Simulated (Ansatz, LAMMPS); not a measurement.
# Aqueous Rb+ and F-, 2.5 mol of salt per kg of water at 300 K (207 atoms): support functions against a reference

Aim: test how closely localised support functions follow the reference on aqueous Rb+ and F-, 2.5 mol of salt per kg of water at 300 K (207 atoms), and at what cost. A setting counts as converged where the r.m.s. difference of forces stays under 1 % of the r.m.s. force.

Program: Ansatz 0.2.0. Level of theory: Kohn-Sham DFT, PBE+D3(BJ), PAW (set soft_2), plane waves. Values are calculated unless marked as measured.

**1. The structure**

The cell holds 207 atoms: 67 O, 134 H, 3 Rb and 3 F. Its edges and angles: a = 12.764 Å, b = 12.764 Å, c = 12.764 Å, α = 90.0°, β = 90.0°, γ = 90.0°. 67 H2O, 3 Rb+, 3 F- placed at random, at 1.21 g/cm³; overlaps pushed apart, then 10 ps at 420 K with Joung-Cheatham ions (J. Phys. Chem. B 112, 9020 (2008)); SPC/E water (Berendsen, Grigera and Straatsma, J. Phys. Chem. 91, 6269 (1987)). Snapshot after 20 ps at 300 K and fixed volume.

Limits known from the start: The network of contacts between molecules at the start is that of the classical potential that made the cell, and needn't be the one that DFT or experiment would give. The density was typed from a rule of thumb and may lie off the real one at this temperature. Only the Γ point is sampled, in a cell whose shortest periodic width is 13 Å.

**2. How the cell was made**

A classical potential makes the cell, at a small fraction of what the same run would cost in DFT.

This step: classical MD, Joung-Cheatham ions (J. Phys. Chem. B 112, 9020 (2008)); SPC/E water (Berendsen, Grigera and Straatsma, J. Phys. Chem. 91, 6269 (1987)) (LAMMPS 22 Jul 2025 - Update 4).

in.lmp reads:

```
# aqueous Rb+ and F-, 2.5 mol of salt per kg of water
units real
atom_style full
boundary p p p
bond_style harmonic
angle_style harmonic
dihedral_style opls
improper_style harmonic
special_bonds lj 0 0 0.5 coul 0 0 0.75
read_data data.lmp
neigh_modify delay 0 every 1 check yes one 4000
comm_modify cutoff 12.0
timestep 0.5
thermo_style custom step time temp pe press density
thermo_modify norm yes
# push overlapping molecules apart
pair_style soft 2.6
pair_coeff * * 0.0
variable a equal ramp(1,60)
fix ad all adapt 1 pair soft a * * v_a
velocity all create 420 87748 mom yes dist gaussian
fix lim all nve/limit 0.03
fix lan all langevin 420 420 50 87749 zero yes
thermo 1000
run 3000 post no
unfix ad
pair_style lj/cut/coul/long 9.0
pair_modify mix arithmetic tail yes
pair_coeff 1 1 0.1553 3.1660   # O
pair_coeff 2 2 0.0000 1.0000   # H
pair_coeff 3 3 0.4451 3.0950   # Rb
pair_coeff 4 4 0.0074 4.0215   # F
kspace_style pppm 1.0e-4
thermo 100
# [... 17 lines left out ...]
compute msd all msd com yes
thermo 5000
fix md all nvt temp 300 300 100
run 20000 post no
print "== T300: mean square displacement over the hold $(c_msd[4]:%.2f) A^2"
unfix md
uncompute msd
write_dump all custom T300.dump id type xs ys zs modify sort id
```

Started as:

```bash
$ lmp -in in.lmp -log none -nocite
```

Log:

```text
LAMMPS (22 Jul 2025 - Update 4)
Reading data file ...
  orthogonal box = (0 0 0) to (12.76428 12.76428 12.76428)
  207 atoms
  orthogonal box = (0 0 0) to (12.76428 12.76428 12.76428)
  134 bonds
  67 angles
   Step          Time           Temp          PotEng         Press         Density
         0   0              420            0.21955456     9737.5904      1.2140008
      1000   500            398.3307       0.91267811     35519.526      1.2140008
      2000   1000           394.91177      0.77657415     37459.421      1.2140008
      3000   1500           440.13439      0.82983992     63994.13       1.2140008
Loop time of 0.202247 s on 1 MPI rank(s) for 3000 steps with 207 atoms
PPPM initialization ...
  G vector (1/distance) = 0.30126009
  grid = 8 8 8
  estimated relative force accuracy = 7.2110881e-05
   Step          Time           Temp          PotEng         Press         Density
      3000   1500           440.13439      1.8859254      74834.4        1.2140008
      3100   1550           440.13439     -6.8790232     -4366.5175      1.2140008
      3200   1600           440.13439     -7.1613504     -1121.5258      1.2140008
      3272   1636           440.13439     -7.2047181      342.62166      1.2140008
Loop time of 0.496165 s on 1 MPI rank(s) for 272 steps with 207 atoms
Minimization stats:
  Stopping criterion = energy tolerance
  Energy initial, next-to-last, final =
      1.88592536183652  -7.20464627926002  -7.20471812178854
  Force two-norm initial, final = 900.47213 9.4597345
  Iterations, force evaluations = 272 528
   Step          Time           Temp          PotEng         Press         Density
         0   0              420           -7.2047181      70.862686      1.2140008
      1000   500            358.07416     -5.9657055      11187.305      1.2140008
      2000   1000           374.23031     -5.9200424     -6936.2635      1.2140008
Loop time of 1.33184 s on 1 MPI rank(s) for 2000 steps with 207 atoms
   Step          Time           Temp          PotEng         Press         Density
      2000   1000           554.61471     -6.4608423     -5817.8657      1.2140008
[... 5 lines left out ...]
Loop time of 7.19837 s on 1 MPI rank(s) for 10000 steps with 207 atoms
   Step          Time           Temp          PotEng         Press         Density
[... 4 lines left out ...]
Loop time of 3.5172 s on 1 MPI rank(s) for 5000 steps with 207 atoms
   Step          Time           Temp          PotEng         Press         Density
[... 2 lines left out ...]
     25000   24000          321.60593     -6.3966176     -1266.8185      1.2140008
     30000   29000          270.69924     -6.509529      -706.15259      1.2140008
     35000   34000          309.71957     -6.4909095     -2040.921       1.2140008
     37000   36000          245.54929     -6.399593      -1227.0746      1.2140008
Loop time of 13.8596 s on 1 MPI rank(s) for 20000 steps with 207 atoms
== T300: mean square displacement over the hold 20.99 A^2
```

Run time: 27 s. Hardware: 1 thread of Arm Neoverse V2, shared host; peak memory 0.082 GiB.

The input also reads data.lmp (atoms, bonds and types; not printed here).

**3. Plane-wave single point**

The first run fixes the reference, at a cutoff of 420 eV.

input.yaml reads:

```yaml
crystal:
  lattice:
    - [12.76428, 0.0, 0.0]
    - [0.0, 12.76428, 0.0]
    - [0.0, 0.0, 12.76428]
  atoms:
    - { symbol: O, position: [0.09084, 0.87292, 0.94904] }
    - { symbol: H, position: [0.02304, 0.86274, 0.91112] }
    - { symbol: H, position: [0.15036, 0.85468, 0.90148] }
    - { symbol: O, position: [0.80442, 0.86419, 0.39447] }
    - { symbol: H, position: [0.85828, 0.8073, 0.39523] }
    - { symbol: H, position: [0.79975, 0.89668, 0.4656] }
    - { symbol: O, position: [0.44738, 0.17648, 0.49147] }
    - { symbol: H, position: [0.39466, 0.1454, 0.44255] }
    - { symbol: H, position: [0.51747, 0.14402, 0.47838] }
    - { symbol: O, position: [0.49521, 0.59073, 0.33938] }
    - { symbol: H, position: [0.42555, 0.62634, 0.3352] }
    - { symbol: H, position: [0.48647, 0.51438, 0.32418] }
    - { symbol: O, position: [0.83701, 0.21597, 0.91984] }
    - { symbol: H, position: [0.85903, 0.24408, 0.98957] }
    - { symbol: H, position: [0.80766, 0.27413, 0.87631] }
    - { symbol: O, position: [0.46274, 0.38984, 0.29947] }
    - { symbol: H, position: [0.51095, 0.34516, 0.34209] }
    - { symbol: H, position: [0.39068, 0.38707, 0.33009] }
    - { symbol: O, position: [0.6007, 0.92931, 0.08817] }
    - { symbol: H, position: [0.52795, 0.90026, 0.08695] }
    - { symbol: H, position: [0.59783, 0.00725, 0.08072] }
    - { symbol: O, position: [0.46063, 0.71512, 0.68703] }
    - { symbol: H, position: [0.50953, 0.72509, 0.74742] }
    - { symbol: H, position: [0.49952, 0.72591, 0.61988] }
    - { symbol: O, position: [0.74551, 0.56075, 0.54092] }
    - { symbol: H, position: [0.79898, 0.60899, 0.57177] }
    - { symbol: H, position: [0.68336, 0.60225, 0.5174] }
    - { symbol: O, position: [0.74973, 0.48275, 0.33031] }
    - { symbol: H, position: [0.79835, 0.53058, 0.29175] }
    - { symbol: H, position: [0.75791, 0.49384, 0.40743] }
    - { symbol: O, position: [0.91795, 0.82094, 0.81015] }
    - { symbol: H, position: [0.9199, 0.76812, 0.75233] }
    [... 169 atom lines left out ...]
    - { symbol: Rb, position: [0.80427, 0.61148, 0.03863] }
    - { symbol: Rb, position: [0.40086, 0.92956, 0.6578] }
    - { symbol: Rb, position: [0.43225, 0.29241, 0.70505] }
    - { symbol: F, position: [0.16394, 0.75809, 0.44378] }
    - { symbol: F, position: [0.58774, 0.72956, 0.83796] }
    - { symbol: F, position: [0.88146, 0.70372, 0.63744] }
kpoints:
  mp_grid: { grid: [1, 1, 1] }
hamiltonian:
  xc: pbe
  dispersion: d3bj
scf:
  occupations: { method: gaussian, width: 0.05 }
output:
  forces: true
  stress: true
  populations: intrinsic
  dos:
    method: { smearing: { sigma: 0.1 } }
    de: 0.1
    projected: { site_lists: { F: [F], H: [H], O: [O], Rb: [Rb] } }
  eigenvalues: true
  write_density: true
  write_potential: true
  volumetric_format: npy
```

Started as:

```bash
$ ansatz run input.yaml --threads 8 --pin off --max-ram 15872MiB --backend cpu --events-out ev --progress --plain --runs-dir out
```

Log:

```text
Engine: ansatz 0.2.0, aarch64-unknown-linux-gnu
Pseudopotentials: kind: paw
Pseudopotential: O, paw, valence charge 6, recommended cutoff 420 eV (normal), O.paw.azcp
Pseudopotential: H, paw, valence charge 1, recommended cutoff 420 eV (normal), H.paw.azcp
Pseudopotential: Rb, paw, valence charge 9, recommended cutoff 420 eV (normal), Rb.paw.azcp
Pseudopotential: F, paw, valence charge 7, recommended cutoff 420 eV (normal), F.paw.azcp
[... 5 lines on functional and potentials left out ...]
Crystal: 207 atoms, lattice volume = 2079.644 Å³
Basis set: ecut = 420 eV, 40651 PW (Γ), exchange–correlation on 180×180×180 points (8 copies of the dense FFT grid, shifted against one another)
Bands: 499, of which v1, the nominal top of the filled ones, is band 292 counted from 1 (291 counted from 0)
Symmetry: 1 space group operations
Space group: P1 (ITA 1), of the structure as read, at distance tolerance 1.3e-4 Å
k-points: 1
[... 9 lines on functional and potentials left out ...]
Initial density: superposition of atomic densities (neutral atoms: chi_scale 0, normalization atom), corrected by the library's trained network
Initial wavefunctions: pseudopotential atomic-orbital guess
Functional: x = pbe(κ = 0.804, μ = 0.219515), c = pbe(β = 0.066725)
SCF iter   1: F=—  HF=-52412.891823 eV  |F-HF|=—  |Δ(HF+E_count)|=         —  Δρ=2.98e-3  dr2=2.45e-1  ethr=1.77e-3  ⟨swp⟩=5.0  Hψ=2067  notcnv=0  defer=176
preconditioner: auto → Resta (q_TF=auto, 2.208 Å⁻¹)  ε∞=2.2  [insulator: Δε(μ)=3.749 eV  Ē_g=17.627 eV  σ=0.050 eV  W_gap=1.00  n_scr=388 (ndim 8)  ℏωp=19.6 eV  f_vac=0.243  D(μ)=0.00/eV (n_scr^D=0)  ε∞_Penn≈2.2]
SCF iter   2: F=—  HF=-52412.770546 eV  |F-HF|=—  |Δ(HF+E_count)|=   1.21e-1  Δρ=1.53e-3  dr2=5.64e-2  ethr=4.19e-5  ⟨swp⟩=2.0  Hψ=725  notcnv=0  defer=200
SCF iter   3: F=—  HF=-52412.733963 eV  |F-HF|=—  |Δ(HF+E_count)|=   3.66e-2  Δρ=7.67e-4  dr2=1.61e-2  ethr=9.65e-6  ⟨swp⟩=2.0  Hψ=595  notcnv=0  defer=200
SCF iter   4: F=—  HF=-52412.728917 eV  |F-HF|=—  |Δ(HF+E_count)|=   5.05e-3  Δρ=2.45e-4  dr2=1.34e-3  ethr=2.76e-6  ⟨swp⟩=3.0  Hψ=589  notcnv=0  defer=200
SCF iter   5: F=—  HF=-52412.728898 eV  |F-HF|=—  |Δ(HF+E_count)|=   1.92e-5  Δρ=1.54e-4  dr2=3.65e-4  ethr=2.30e-7  ⟨swp⟩=3.0  Hψ=653  notcnv=0  defer=200
SCF iter   6: F=—  HF=-52412.728846 eV  |F-HF|=—  |Δ(HF+E_count)|=   5.17e-5  Δρ=3.75e-5  dr2=2.34e-5  ethr=6.25e-8  ⟨swp⟩=3.0  Hψ=653  notcnv=0  defer=200
SCF iter   7: F=—  HF=-52412.729405 eV  |F-HF|=—  |Δ(HF+E_count)|=   5.59e-4  Δρ=1.26e-5  dr2=2.83e-6  ethr=4.01e-9  ⟨swp⟩=2.0  Hψ=788  notcnv=0  defer=200
SCF iter   8: F=—  HF=-52412.729405 eV  |F-HF|=—  |Δ(HF+E_count)|=   4.20e-7  Δρ=5.92e-6  dr2=6.08e-7  ethr=4.84e-10  ⟨swp⟩=3.0  Hψ=591  notcnv=0  defer=200
SCF iter   9: F=-52412.729405 eV  HF=-52412.729405 eV  |F-HF|=2.94e-8  |Δ(HF+E_count)|=   8.02e-8  Δρ=1.66e-6  dr2=5.01e-8  ethr=1.71e-11  ⟨swp⟩=19.0  Hψ=4875  notcnv=0
SCF 1 converged in 9 iterations: F = -52412.729405 eV  dr2 = 5.01e-8
  greatest PAW one-centre occupation: 0.973 electrons in one spin orbital (limit 2), on the Rb atom at site 202 (counted from 0), in its partial waves of l = 0
WARN: The input density's exchange-correlation potential varies sharply where the density is thin. Do not read a vacuum level from v_tot or v_xc, or from such a field of the output density. On a cell that repeats whose density bears no net charge and no dipole along the vacuum's axis use v_es (v_loc + v_h of the components); [...]
SCF converged after 9 iterations
Free energy (F): -52412.729405 eV
Harris-Foulkes:  -52412.729405 eV  (|F-HF|=2.94e-8)
Internal energy: -52412.729405 eV  (E = F + TS)
E sigma→0 (E₀):  -52412.729405 eV
Fermi energy:    0.449398 eV
--- Per-component energies (eV) ---
  E_band       = -5447.853347
  E_kinetic    = 14729.603176
  E_local      = -46500.199654  (includes V_loc(G=0)·N_el)
  E_nonlocal   = 4186.309938
  E_hartree    = 16730.012798
  E_xc         = -6716.798309
  E_vxc        = -8495.041601  (∫ρ·V_xc dr)
  E_paw        = -19151.180993  (= ΣΔE_a)
  E_vpaw       = -2828.568202  (= ΣTr[D̂ρ^β])
  E_aug_tail   = 0.018415  (compensation charges beyond the density's cutoff)
  E_ewald      = -15682.464779
  E_disp       = -8.029998  (pairwise vdW)
  E_smearing   = -0.000000  (= −TS)
  E_closure    = 0.000000  (closes the sum)
  Σ components = -52412.729405   (vs F -52412.729405, Δ=0.00e0)
--- Forces (eV/Å), atoms counted from 1 ---
  atom   1  O     -0.28782129     0.55404641    -0.53726763
  atom   2  H      0.99816663     0.15717567    -0.56101404
  atom   3  H     -0.56126579    -0.30537899    -0.25718869
  atom   4  O      0.50905491     0.26136027     0.63208261
  atom   5  H     -0.17209362     0.77800425     0.64847326
  atom   6  H      0.10128078    -0.81298157    -1.02641871
  atom   7  O      0.86722869     0.17080073     0.49648373
  atom   8  H      0.87697101     0.16143107    -0.39368297
  atom   9  H     -1.49058519     0.17293791    -0.00406485
  atom  10  O     -0.45761359     0.68886976     0.28697321
  atom  11  H      0.05874354    -0.58300866     0.02911218
  atom  12  H     -0.17171458    -0.19613014     0.30719725
  atom  13  O     -0.20298881     0.57556892    -0.74512799
  atom  14  H     -0.31259699     0.05309481    -0.09578886
[...]
atom 206  F      0.14949373     0.20366832     0.18681924
  atom 207  F      0.37921870    -0.17642447    -0.11851371
  max |Σ_I F_I| component: 6.10e-5 eV/Å
--- Stress (GPa, compression-positive) ---
       -2.370800       0.399474       0.455285
        0.399474      -2.135905      -0.045638
        0.455285      -0.045638      -2.397012
  P = ⅓ Tr σ = -2.3012 GPa (-23.012 kbar)
--- Band table (eV) ---
  k-point 0: bands = ["-25.6623", "-25.4326", "-24.9103", "-23.7827", [... 483 levels ...], "11.3027", "11.3331", "11.3767", "11.3872", "11.4274", "11.4522", "11.4700", "11.5218", "11.5711", "11.5843", "11.6126", "11.6489"]
--- intrinsic populations: 207 sites ---
  site symbol       q [e]
     0      O      6.7538
     1      H      0.6157
     2      H      0.6168
[...]
206      F      7.5935
  spilling = -0.000000 (of n_electrons = 584.000000)
```

Run time: 25 s. Hardware: 8 threads of Arm Neoverse V2, shared host; peak memory 3 GiB; 3.1 min of CPU time.

The column dr2 measures how far the density is from self-consistency, as an energy; F and HF (Harris–Foulkes) agree once it is small.

The program notes that the exchange-correlation potential is rough where the density is thin.

Numbers from this run:

- free energy: -52412.7294 eV
- free energy per atom: -253.2016 eV/atom
- SCF cycles: 9
- pressure: -2.301 GPa
- r.m.s. force component: 0.5443 eV/Å
- longest force: 1.584 eV/Å
- Fermi energy: 0.4494 eV
- gap (highest filled to lowest empty level): 3.534 eV

Length of the force by element and coordination:

| element | coordination | atoms | mean length of the force (eV/Å) | spread | least | most |
| --- | --- | --- | --- | --- | --- | --- |
| F | all | 3 | 0.424 | 0.0861 | 0.314 | 0.524 |
| H | all | 134 | 1.00 | 0.300 | 0.163 | 1.58 |
| O | all | 67 | 0.694 | 0.259 | 0.182 | 1.31 |
| Rb | all | 3 | 0.270 | 0.0522 | 0.196 | 0.308 |

Intrinsic-atomic-orbital charges by element and coordination:

| element | coordination | atoms | mean charge (e) | spread | least | most |
| --- | --- | --- | --- | --- | --- | --- |
| F | all | 3 | -0.578 | 0.0154 | -0.594 | -0.557 |
| H | all | 134 | 0.379 | 0.0106 | 0.354 | 0.409 |
| O | all | 67 | -0.770 | 0.0296 | -0.839 | -0.721 |
| Rb | all | 3 | 0.860 | 0.007 | 0.855 | 0.870 |

Density of states as counts of states in windows of 1 eV (from the Fermi level), total and the larger projections:

| from (eV) | to (eV) | total | O p | H s | O s |
| --- | --- | --- | --- | --- | --- |
| -14 | -11 | 0.0 | 0.0 | 0.0 | 0.0 |
| -11 | -10 | 20.8 | 6.8 | 3.1 | 0.0 |
| -10 | -9 | 73.3 | 45.1 | 19.5 | 0.2 |
| -9 | -8 | 53.6 | 36.7 | 15.3 | 0.2 |
| -8 | -7 | 5.7 | 3.8 | 1.4 | 0.2 |
| -7 | -6 | 33.8 | 23.8 | 3.4 | 3.3 |
| -6 | -5 | 56.9 | 41.7 | 3.9 | 4.8 |
| -5 | -4 | 58.0 | 46.2 | 1.8 | 3.2 |
| -4 | -3 | 93.9 | 90.6 | 0.6 | 0.8 |
| -3 | -2 | 40.0 | 39.2 | 0.2 | 0.1 |
| -2 | -1 | 2.0 | 2.0 | 0.0 | 0.0 |
| -1 | 1 | 0.0 | 0.0 | 0.0 | 0.0 |
| 1 | 2 | 2.0 | 0.1 | 1.1 | 0.4 |
| 2 | 3 | 4.2 | 0.4 | 2.5 | 0.7 |
| 3 | 4 | 16.6 | 1.5 | 9.3 | 2.6 |
| 4 | 5 | 23.8 | 2.3 | 12.6 | 3.2 |

Between -26 and -14 eV lie 144 more states.

The levels nearest the highest filled one (over half full), pooled over k-points and spins:

| level less the highest filled one (eV) | occupation |
| --- | --- |
| -0.617 | 2 |
| -0.572 | 2 |
| -0.519 | 2 |
| -0.469 | 2 |
| -0.459 | 2 |
| 0 | 2 |
| 3.53 | 0 |
| 4.58 | 0 |
| 4.72 | 0 |
| 4.87 | 0 |
| 4.93 | 0 |
| 5.06 | 0 |

Valence density in the ab plane at fractional z = 0.027, with atoms of H and O and Rb within 0.2 Å of it. It is the smooth field of the valence electrons, not physical close to the nuclei.

Ten steps, logarithmic in the rise over the least value, from '0' (0.0 e/Å³) to '9' (6.0 e/Å³), each cell a mean:
```
0011123333211000001124443111111100000
1122235543110001001234553211110000000
1233333322110111111223333332110000001
3433321111101122221111122344321000012
6643110100011223321101011344431101023
5542100001111123221101001223321111124
4432100112222111111001000112233221123
2222111234442110000011111113566642111
1111101245653210001124422125777763111
4432101134664211001246643225777763223
6653110112333211001235543223566642235
6664210000111111000112322111222211134
4564211100011100011111111100011100113
1221100000000001122221100111000000001
0111100000000012455532100100100000000
1222211000111123677642110111000111111
4566531110111113566532110000011232212
6799852111111111222221221100112343223
4688743333321110101113564211011332112
2345435667642100001024786531111111111
1111125789963110001024898752111010000
0000013579852100000124687652111010000
0010002357531000000112333321111110000
0000011234211011000112222111101100000
```
Columns run along a (12.8 Å), rows up along b (12.8 Å). Atoms in or near the plane, at fractional coordinates: H at (0.06, 0.48), H at (0.02, 0.81), H at (0.61, 0.20), H at (0.69, 0.10), H at (0.29, 0.59), H at (0.57, 0.59), O at (0.25, 0.12), H at (0.24, 0.05), H at (0.18, 0.16), Rb at (0.80, 0.61).

Electrostatic potential energy in the ab plane at fractional z = 0.027, with atoms of H and O and Rb within 0.2 Å of it. With pseudopotentials it is smooth inside the atoms' cores, unlike the true potential.

Values in eV, 13 rows by 16 columns, each cell a mean:
```
  4   4  -5  -5   3   4   4   4   3   2   3   3   3   3   4   4
 -1   3   0   1   4   4   4   4   3   4   1  -3   3   4   4   3
-18   1   4   4   4   4   4   4   4   4   4   3   5   5   4   2
  1   2   4   5   4   3   4   4   4   5   5   4   0  -1   3   4
  4   4   5   5  -4   0   5   5   3  -2   4  -1 -27 -29  -5   4
 -5   3   5   5  -8  -4   5   5   1 -14   3   0 -20 -23  -2   4
-10 -13   4   5   5   5   5   5   5   5   5   4   2   2   4   4
  3   2   5   5   5   5   4   3   3   4   4   5   5   4   5   5
  2   3   6   5   5   5  -1 -21  -8   3   4   5   5   4   4   4
-23 -27   0   4   4   4   4   3   4  -1  -1   4   5   1   1   0
  2  -4  -7 -16  -8   4   5   5   4 -14 -20   1   4   3   3   4
  5   5   1 -20 -24   3   5   5   5  -5 -24 -15   2   4   5   5
  5   4   3  -7  -8   4   5   5   4   3   2   3   4   4   4   5
```
Columns run along a (12.8 Å; values clipped at the 3rd and 97th percentile), rows up along b (12.8 Å). Atoms in or near the plane, at fractional coordinates: H at (0.06, 0.48), H at (0.02, 0.81), H at (0.61, 0.20), H at (0.69, 0.10), H at (0.29, 0.59), H at (0.57, 0.59), O at (0.25, 0.12), H at (0.24, 0.05), H at (0.18, 0.16), Rb at (0.80, 0.61).

Mean intrinsic-atomic-orbital charges: F -0.58, H +0.38, O -0.77, Rb +0.86 e. The largest share in the top eV of filled states is O p (99 % of the projected weight), and in the lowest eV of empty states H s (62 % of the projected weight).

(Continued in part 2 of 2.)

[Long decimals in the printed logs are rounded to 6 places.]

[Logs are printed without paths, hosts, clocks, repeated set-up lines and the standing remarks that a program may print on its own settings, such as how far it seeks lower states.]

[Hosts, paths, dates, database ids (printed as entryN), source tags and the programs' standing remarks are cut or masked in the printed files.]
